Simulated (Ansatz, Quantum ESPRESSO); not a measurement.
# From contact to tunnelling: vacuum gaps between two Pb(100) faces, part 2 of 4

How fast does transmission decay with width? The series: vacuum gaps between two Pb(100) faces.

Quantum ESPRESSO 7.5; plane-wave DFT, LDA, GBRV ultrasoft pseudopotentials; cross-check by Ansatz 0.2.0 with PAW datasets.

So far. Step 2 (Self-consistent run, 3.5 Å): The run needed 9 iterations to bring the estimated error under 1e-07 Ry; the largest force on any atom, held or free, is 0.14 eV/Å.

### Step 3. The open system, 3.5 Å

Level of this step: transmission by pwcond, lead and junction from one cell; plane-wave DFT, LDA, GBRV ultrasoft pseudopotentials (Quantum ESPRESSO).

prefixt takes both regions from one run: the lead from 0 to bdl, the scattering region from bdl to bds (units of alat). ikind = 1 puts the same lead on both sides. The program's T_tot counts both spins in a run without spin; the tables below give T per spin.

The input, j0.cond.in:

```
&inputcond
  outdir = './out'
  prefixt = 'j0.scf'
  tran_file = 'j0.cond.dat'
  bdl = 1.4142135624
  bds = 8.7622198154
  ikind = 1
  ewind = 4.0
  epsproj = 1e-05
  nz1 = 7
  energy0 = 0.4
  denergy = -0.4
/
15
  0.00000000 0.00000000 0.01562500
  0.00000000 0.12500000 0.06250000
  0.00000000 0.25000000 0.06250000
  0.00000000 0.37500000 0.06250000
  0.00000000 0.50000000 0.03125000
  0.12500000 0.12500000 0.06250000
  0.12500000 0.25000000 0.12500000
  0.12500000 0.37500000 0.12500000
  0.12500000 0.50000000 0.06250000
  0.25000000 0.25000000 0.06250000
  0.25000000 0.37500000 0.12500000
  0.25000000 0.50000000 0.06250000
  0.37500000 0.37500000 0.06250000
  0.37500000 0.50000000 0.06250000
  0.50000000 0.50000000 0.01562500
3
```

Command:

```
$ OMP_NUM_THREADS=1 mpirun -n 4 pwcond.x -in j0.cond.in > j0.cond.out
```

The log of the run:

```text
[banner, memory and clock lines left out]
Program PWCOND v.7.5 starts

          URL

     ./out/j0.scf.save/

     IMPORTANT: XC functional enforced from input :
     Exchange-correlation= PZ
                           (   1   1   0   0   0   0   0)
     Any further DFT definition will be discarded
     Please, verify this is what you really want

     Check: negative core charge=   -0.000009

     negative rho (up, down):  1.854E-01 0.000E+00
     Reading collected, re-writing distributed wavefunctions

===== INPUT FILE containing all the regions =====

     GEOMETRY:

     lattice parameter (alat)  =       6.7213  a.u.
     the volume                =    2660.5395 (a.u.)^3
     the cross section         =      45.1756 (a.u.)^2
     l of the unit cell        =       8.7622 (alat)
     number of atoms/cell      =           12
     number of atomic types    =            1

     crystal axes: (cart. coord. in units of alat)
               a(1) = (  1.0000  0.0000  0.0000 )
               a(2) = (  0.0000  1.0000  0.0000 )
               a(3) = (  0.0000  0.0000  8.7622 )

   Cartesian axes

     site n.     atom                  positions (alat units)
          1        Pb     tau(  1)=(  0.0000  0.0000  8.7622  )
          2        Pb     tau(  2)=(  0.5000  0.5000  0.7071  )
          3        Pb     tau(  3)=(  0.0000  0.0000  1.4142  )
          4        Pb     tau(  4)=(  0.5000  0.5000  2.1213  )
          5        Pb     tau(  5)=(  0.0000  0.0000  2.8284  )
          6        Pb     tau(  6)=(  0.5000  0.5000  3.5355  )
          7        Pb     tau(  7)=(  0.0000  0.0000  4.5196  )
          8        Pb     tau(  8)=(  0.5000  0.5000  5.2267  )
          9        Pb     tau(  9)=(  0.0000  0.0000  5.9338  )
         10        Pb     tau( 10)=(  0.5000  0.5000  6.6409  )
         11        Pb     tau( 11)=(  0.0000  0.0000  7.3480  )
         12        Pb     tau( 12)=(  0.5000  0.5000  8.0551  )

     nr1s                      =           27
     nr2s                      =           27
     nr3s                      =          240
     nr1sx                     =           27
     nr2sx                     =           27
     nr3sx                     =          240
     nr1                       =           32
     nr2                       =           32
     nr3                       =          270
     nr1x                      =           32
     nr2x                      =           32
     nr3x                      =          270

 _______________________________
  Radii of nonlocal spheres:

     type       ibeta     ang. mom.          radius (alat units)
       Pb         1         0                    0.3458
       Pb         2         0                    0.3458
       Pb         3         1                    0.3458
       Pb         4         1                    0.3458
       Pb         5         2                    0.3458
       Pb         6         2                    0.3458
----- General information -----

--- T calc. with identical leads (ikind=1) ---

     nrx                       =           27
     nry                       =           27
     nz1                       =            7

     energy0               =         4.0E-01
     denergy               =        -4.0E-01
     nenergy               =          3
     ecut2d                =         4.0E+01
     ewind                 =         4.0E+00
     epsproj               =         1.0E-05

     number of k_|| points=   15
                       cryst. coord.
        k(    1) = (   0.0000000   0.0000000), wk =   0.0156250
        k(    2) = (   0.0000000   0.1250000), wk =   0.0625000
        k(    3) = (   0.0000000   0.2500000), wk =   0.0625000
        k(    4) = (   0.0000000   0.3750000), wk =   0.0625000
        k(    5) = (   0.0000000   0.5000000), wk =   0.0312500
        k(    6) = (   0.1250000   0.1250000), wk =   0.0625000
        k(    7) = (   0.1250000   0.2500000), wk =   0.1250000
        k(    8) = (   0.1250000   0.3750000), wk =   0.1250000
        k(    9) = (   0.1250000   0.5000000), wk =   0.0625000
        k(   10) = (   0.2500000   0.2500000), wk =   0.0625000
        k(   11) = (   0.2500000   0.3750000), wk =   0.1250000
        k(   12) = (   0.2500000   0.5000000), wk =   0.0625000
        k(   13) = (   0.3750000   0.3750000), wk =   0.0625000
        k(   14) = (   0.3750000   0.5000000), wk =   0.0625000
        k(   15) = (   0.5000000   0.5000000), wk =   0.0156250
----- Information about left/right lead -----

     nocros                   =           18
     noins                    =           18
     norb                     =           54
     norbf                    =          198
     nrz                      =           39

      iorb      type   ibeta   ang. mom.   m       position (alat)
        1        1       1        0        1   taunew(   1)=(  0.0000  0.0000  0.0000)
        2        1       2        0        1   taunew(   2)=(  0.0000  0.0000  0.0000)
        3        1       3        1        1   taunew(   3)=(  0.0000  0.0000  0.0000)
        4        1       3        1        2   taunew(   4)=(  0.0000  0.0000  0.0000)
        5        1       3        1        3   taunew(   5)=(  0.0000  0.0000  0.0000)
        6        1       4        1        1   taunew(   6)=(  0.0000  0.0000  0.0000)
        7        1       4        1        2   taunew(   7)=(  0.0000  0.0000  0.0000)
        8        1       4        1        3   taunew(   8)=(  0.0000  0.0000  0.0000)
        9        1       5        2        1   taunew(   9)=(  0.0000  0.0000  0.0000)
       10        1       5        2        2   taunew(  10)=(  0.0000  0.0000  0.0000)
       11        1       5        2        3   taunew(  11)=(  0.0000  0.0000  0.0000)
       12        1       5        2        4   taunew(  12)=(  0.0000  0.0000  0.0000)
       13        1       5        2        5   taunew(  13)=(  0.0000  0.0000  0.0000)
       14        1       6        2        1   taunew(  14)=(  0.0000  0.0000  0.0000)
       15        1       6        2        2   taunew(  15)=(  0.0000  0.0000  0.0000)
       16        1       6        2        3   taunew(  16)=(  0.0000  0.0000  0.0000)
       17        1       6        2        4   taunew(  17)=(  0.0000  0.0000  0.0000)
       18        1       6        2        5   taunew(  18)=(  0.0000  0.0000  0.0000)
       19        1       1        0        1   taunew(  19)=(  0.5000  0.5000  0.7071)
       20        1       2        0        1   taunew(  20)=(  0.5000  0.5000  0.7071)
       21        1       3        1        1   taunew(  21)=(  0.5000  0.5000  0.7071)
       22        1       3        1        2   taunew(  22)=(  0.5000  0.5000  0.7071)
[...]
167        1       3        1        3   taunew( 167)=(  0.5000  0.5000  6.6409)
      168        1       4        1        1   taunew( 168)=(  0.5000  0.5000  6.6409)
      169        1       4        1        2   taunew( 169)=(  0.5000  0.5000  6.6409)
      170        1       4        1        3   taunew( 170)=(  0.5000  0.5000  6.6409)
      171        1       5        2        1   taunew( 171)=(  0.5000  0.5000  6.6409)
      172        1       5        2        2   taunew( 172)=(  0.5000  0.5000  6.6409)
      173        1       5        2        3   taunew( 173)=(  0.5000  0.5000  6.6409)
      174        1       5        2        4   taunew( 174)=(  0.5000  0.5000  6.6409)
      175        1       5        2        5   taunew( 175)=(  0.5000  0.5000  6.6409)
      176        1       6        2        1   taunew( 176)=(  0.5000  0.5000  6.6409)
      177        1       6        2        2   taunew( 177)=(  0.5000  0.5000  6.6409)
      178        1       6        2        3   taunew( 178)=(  0.5000  0.5000  6.6409)
      179        1       6        2        4   taunew( 179)=(  0.5000  0.5000  6.6409)
      180        1       6        2        5   taunew( 180)=(  0.5000  0.5000  6.6409)
      181        1       1        0        1   taunew( 181)=(  0.0000  0.0000  7.3480)
      182        1       2        0        1   taunew( 182)=(  0.0000  0.0000  7.3480)
      183        1       3        1        1   taunew( 183)=(  0.0000  0.0000  7.3480)
      184        1       3        1        2   taunew( 184)=(  0.0000  0.0000  7.3480)
      185        1       3        1        3   taunew( 185)=(  0.0000  0.0000  7.3480)
      186        1       4        1        1   taunew( 186)=(  0.0000  0.0000  7.3480)
      187        1       4        1        2   taunew( 187)=(  0.0000  0.0000  7.3480)
      188        1       4        1        3   taunew( 188)=(  0.0000  0.0000  7.3480)
      189        1       5        2        1   taunew( 189)=(  0.0000  0.0000  7.3480)
      190        1       5        2        2   taunew( 190)=(  0.0000  0.0000  7.3480)
      191        1       5        2        3   taunew( 191)=(  0.0000  0.0000  7.3480)
      192        1       5        2        4   taunew( 192)=(  0.0000  0.0000  7.3480)
      193        1       5        2        5   taunew( 193)=(  0.0000  0.0000  7.3480)
      194        1       6        2        1   taunew( 194)=(  0.0000  0.0000  7.3480)
      195        1       6        2        2   taunew( 195)=(  0.0000  0.0000  7.3480)
      196        1       6        2        3   taunew( 196)=(  0.0000  0.0000  7.3480)
      197        1       6        2        4   taunew( 197)=(  0.0000  0.0000  7.3480)
      198        1       6        2        5   taunew( 198)=(  0.0000  0.0000  7.3480)
 ngper, shell number =          145          23
 ngper, n2d =          145          93
---  E-Ef =    0.4000000  k =    0.0000000   0.0000000
---  ie =          1  ik =          1
 Nchannels of the left tip =            1
 Right moving states:
   k1(2pi/a)   k2(2pi/a)   E-Ef (eV)
   0.3750604  -0.0000022   0.4000000
 Left moving states:
   k1(2pi/a)   k2(2pi/a)   E-Ef (eV)
  -0.3750604  -0.0000022   0.4000000

 to transmit
 Band j to band i transmissions and reflections:
    j         i     |T_ij|^2    |R_ij|^2

    1 -->     1     0.93288     0.06712
   Total T_j, R_j =    0.93288  0.06712

E-Ef(ev), T(x2 spins) =    0.4000000   1.8657506
---  E-Ef =    0.0000000  k =    0.0000000   0.0000000
---  ie =          2  ik =          1
 Nchannels of the left tip =            1
 Right moving states:
   k1(2pi/a)   k2(2pi/a)   E-Ef (eV)
   0.3436903  -0.0000022   0.0000000
 Left moving states:
   k1(2pi/a)   k2(2pi/a)   E-Ef (eV)
  -0.3436903  -0.0000022   0.0000000

 to transmit
 Band j to band i transmissions and reflections:
    j         i     |T_ij|^2    |R_ij|^2

    1 -->     1     0.93370     0.06630
   Total T_j, R_j =    0.93370  0.06630

E-Ef(ev), T(x2 spins) =    0.0000000   1.8674084
---  E-Ef =   -0.4000000  k =    0.0000000   0.0000000
---  ie =          3  ik =          1
 Nchannels of the left tip =            1
 Right moving states:
   k1(2pi/a)   k2(2pi/a)   E-Ef (eV)
   0.3119020  -0.0000022  -0.4000000
 Left moving states:
   k1(2pi/a)   k2(2pi/a)   E-Ef (eV)
  -0.3119020  -0.0000022  -0.4000000

 to transmit
 Band j to band i transmissions and reflections:
    j         i     |T_ij|^2    |R_ij|^2

    1 -->     1     0.93287     0.06713
   Total T_j, R_j =    0.93287  0.06713

E-Ef(ev), T(x2 spins) =   -0.4000000   1.8657458
 ngper, shell number =          143          71
 ngper, n2d =          143          92
[... further energies and points left out ...]
---  E-Ef =    0.4000000  k =    0.5000000   0.5000000
---  ie =          1  ik =         15
 Nchannels of the left tip =            4
 Right moving states:
   k1(2pi/a)   k2(2pi/a)   E-Ef (eV)
  -0.2823881  -0.0000120   0.4000000
  -0.2823881  -0.0000120   0.4000000
  -0.4386614   0.0000011   0.4000000
  -0.4417932  -0.0000055   0.4000000
 Left moving states:
   k1(2pi/a)   k2(2pi/a)   E-Ef (eV)
   0.2823881  -0.0000120   0.4000000
   0.2823881  -0.0000120   0.4000000
   0.4386614   0.0000011   0.4000000
   0.4417932  -0.0000055   0.4000000

 to transmit
 Band j to band i transmissions and reflections:
    j         i     |T_ij|^2    |R_ij|^2

    1 -->     1     0.39535     0.00001
    1 -->     2     0.00000     0.60464
    1 -->     3     0.00000     0.00000
    1 -->     4     0.00000     0.00000
   Total T_j, R_j =    0.39535  0.60465

    2 -->     1     0.00000     0.60464
    2 -->     2     0.39535     0.00001
    2 -->     3     0.00000     0.00000
    2 -->     4     0.00000     0.00000
   Total T_j, R_j =    0.39535  0.60465

    3 -->     1     0.00000     0.00000
    3 -->     2     0.00000     0.00000
    3 -->     3     0.04064     0.95936
    3 -->     4     0.00000     0.00000
   Total T_j, R_j =    0.04064  0.95936

    4 -->     1     0.00000     0.00000
    4 -->     2     0.00000     0.00000
    4 -->     3     0.00000     0.00000
    4 -->     4     0.04396     0.95604
   Total T_j, R_j =    0.04396  0.95604

E-Ef(ev), T(x2 spins) =    0.4000000   1.7505860
---  E-Ef =    0.0000000  k =    0.5000000   0.5000000
---  ie =          2  ik =         15
 Nchannels of the left tip =            2
 Right moving states:
   k1(2pi/a)   k2(2pi/a)   E-Ef (eV)
  -0.3325028  -0.0000122   0.0000000
  -0.3325028  -0.0000122   0.0000000
 Left moving states:
   k1(2pi/a)   k2(2pi/a)   E-Ef (eV)
   0.3325028  -0.0000122   0.0000000
   0.3325028  -0.0000122   0.0000000

 to transmit
 Band j to band i transmissions and reflections:
    j         i     |T_ij|^2    |R_ij|^2

    1 -->     1     0.37951     0.00002
    1 -->     2     0.00000     0.62048
   Total T_j, R_j =    0.37951  0.62049

    2 -->     1     0.00000     0.62048
    2 -->     2     0.37951     0.00002
   Total T_j, R_j =    0.37951  0.62049

E-Ef(ev), T(x2 spins) =    0.0000000   1.5180305
---  E-Ef =   -0.4000000  k =    0.5000000   0.5000000
---  ie =          3  ik =         15
 Nchannels of the left tip =            2
 Right moving states:
   k1(2pi/a)   k2(2pi/a)   E-Ef (eV)
  -0.3836425  -0.0000124  -0.4000000
  -0.3836425  -0.0000124  -0.4000000
 Left moving states:
   k1(2pi/a)   k2(2pi/a)   E-Ef (eV)
   0.3836425  -0.0000124  -0.4000000
   0.3836425  -0.0000124  -0.4000000

 to transmit
 Band j to band i transmissions and reflections:
    j         i     |T_ij|^2    |R_ij|^2

    1 -->     1     0.35006     0.00006
    1 -->     2     0.00000     0.64987
   Total T_j, R_j =    0.35006  0.64994

    2 -->     1     0.00000     0.64987
    2 -->     2     0.35006     0.00006
   Total T_j, R_j =    0.35006  0.64994

E-Ef(ev), T(x2 spins) =   -0.4000000   1.4002588
   T_tot     0.40000      0.17186E+01
   T_tot     0.00000      0.19353E+01
   T_tot    -0.40000      0.15363E+01

Note: The following floating-point exceptions are signalling: IEEE_UNDERFLOW_FLAG
Note: The following floating-point exceptions are signalling: IEEE_UNDERFLOW_FLAG
Note: The following floating-point exceptions are signalling: IEEE_UNDERFLOW_FLAG
Note: The following floating-point exceptions are signalling: IEEE_UNDERFLOW_FLAG
```

Elapsed: 84 s, on 4 MPI ranks of Arm Neoverse V1, shared host; peak memory 0.28 GiB; 5.6 min of CPU time.

Read from the output:

| Property | Result |
| --- | --- |
| lead channels at the Fermi level, one spin | 1.547 |
| transmission at the Fermi level, one spin | 0.9677 |
| conductance | 0.9677 G₀ |

Per spin; mean over the k mesh across the current. Table of open channels, zone mean by energy, zero at the Fermi level:

```
energy (eV)  open channels, zone mean
     -0.400                      1.42
      0.000                      1.55
      0.400                      1.52
```

Per spin; mean over the k mesh across the current. Table of transmission, zone mean by energy, zero at the Fermi level:

```
energy (eV)  transmission, zone mean
     -0.400                    0.768
      0.000                    0.968
      0.400                    0.859
```

At 0.000 eV; k in fractions of b1, b2. Transmission by k point:

```
   k1     k2   weight       t  channels
    0      0  0.01562  0.9337         1
    0  0.125   0.0625  0.9654         1
    0   0.25   0.0625   1.143         2
    0  0.375   0.0625    1.22         2
    0    0.5  0.03125       0         0
0.125  0.125   0.0625  0.9872         1
0.125   0.25    0.125   1.192         2
0.125  0.375    0.125   1.244         2
0.125    0.5   0.0625       0         0
 0.25   0.25   0.0625   1.193         2
 0.25  0.375    0.125   1.143         2
 0.25    0.5   0.0625       0         0
0.375  0.375   0.0625   1.196         2
0.375    0.5   0.0625   1.196         2
  0.5    0.5  0.01562   0.759         2
```

[end of part 2 of 4]

[Logs are printed without paths, hosts, clocks, repeated set-up lines and the standing remarks that a program may print on its own settings, such as how far it seeks lower states.]

[Hosts, paths, dates, database ids (printed as entryN), source tags and the programs' standing remarks are cut or masked in the printed files.]

[Maps of the electrostatic potential energy from Ansatz leave out the sawtooth potential of an applied field or a dipole correction, so their vacuum need not be flat; planar profiles and work functions include it.]
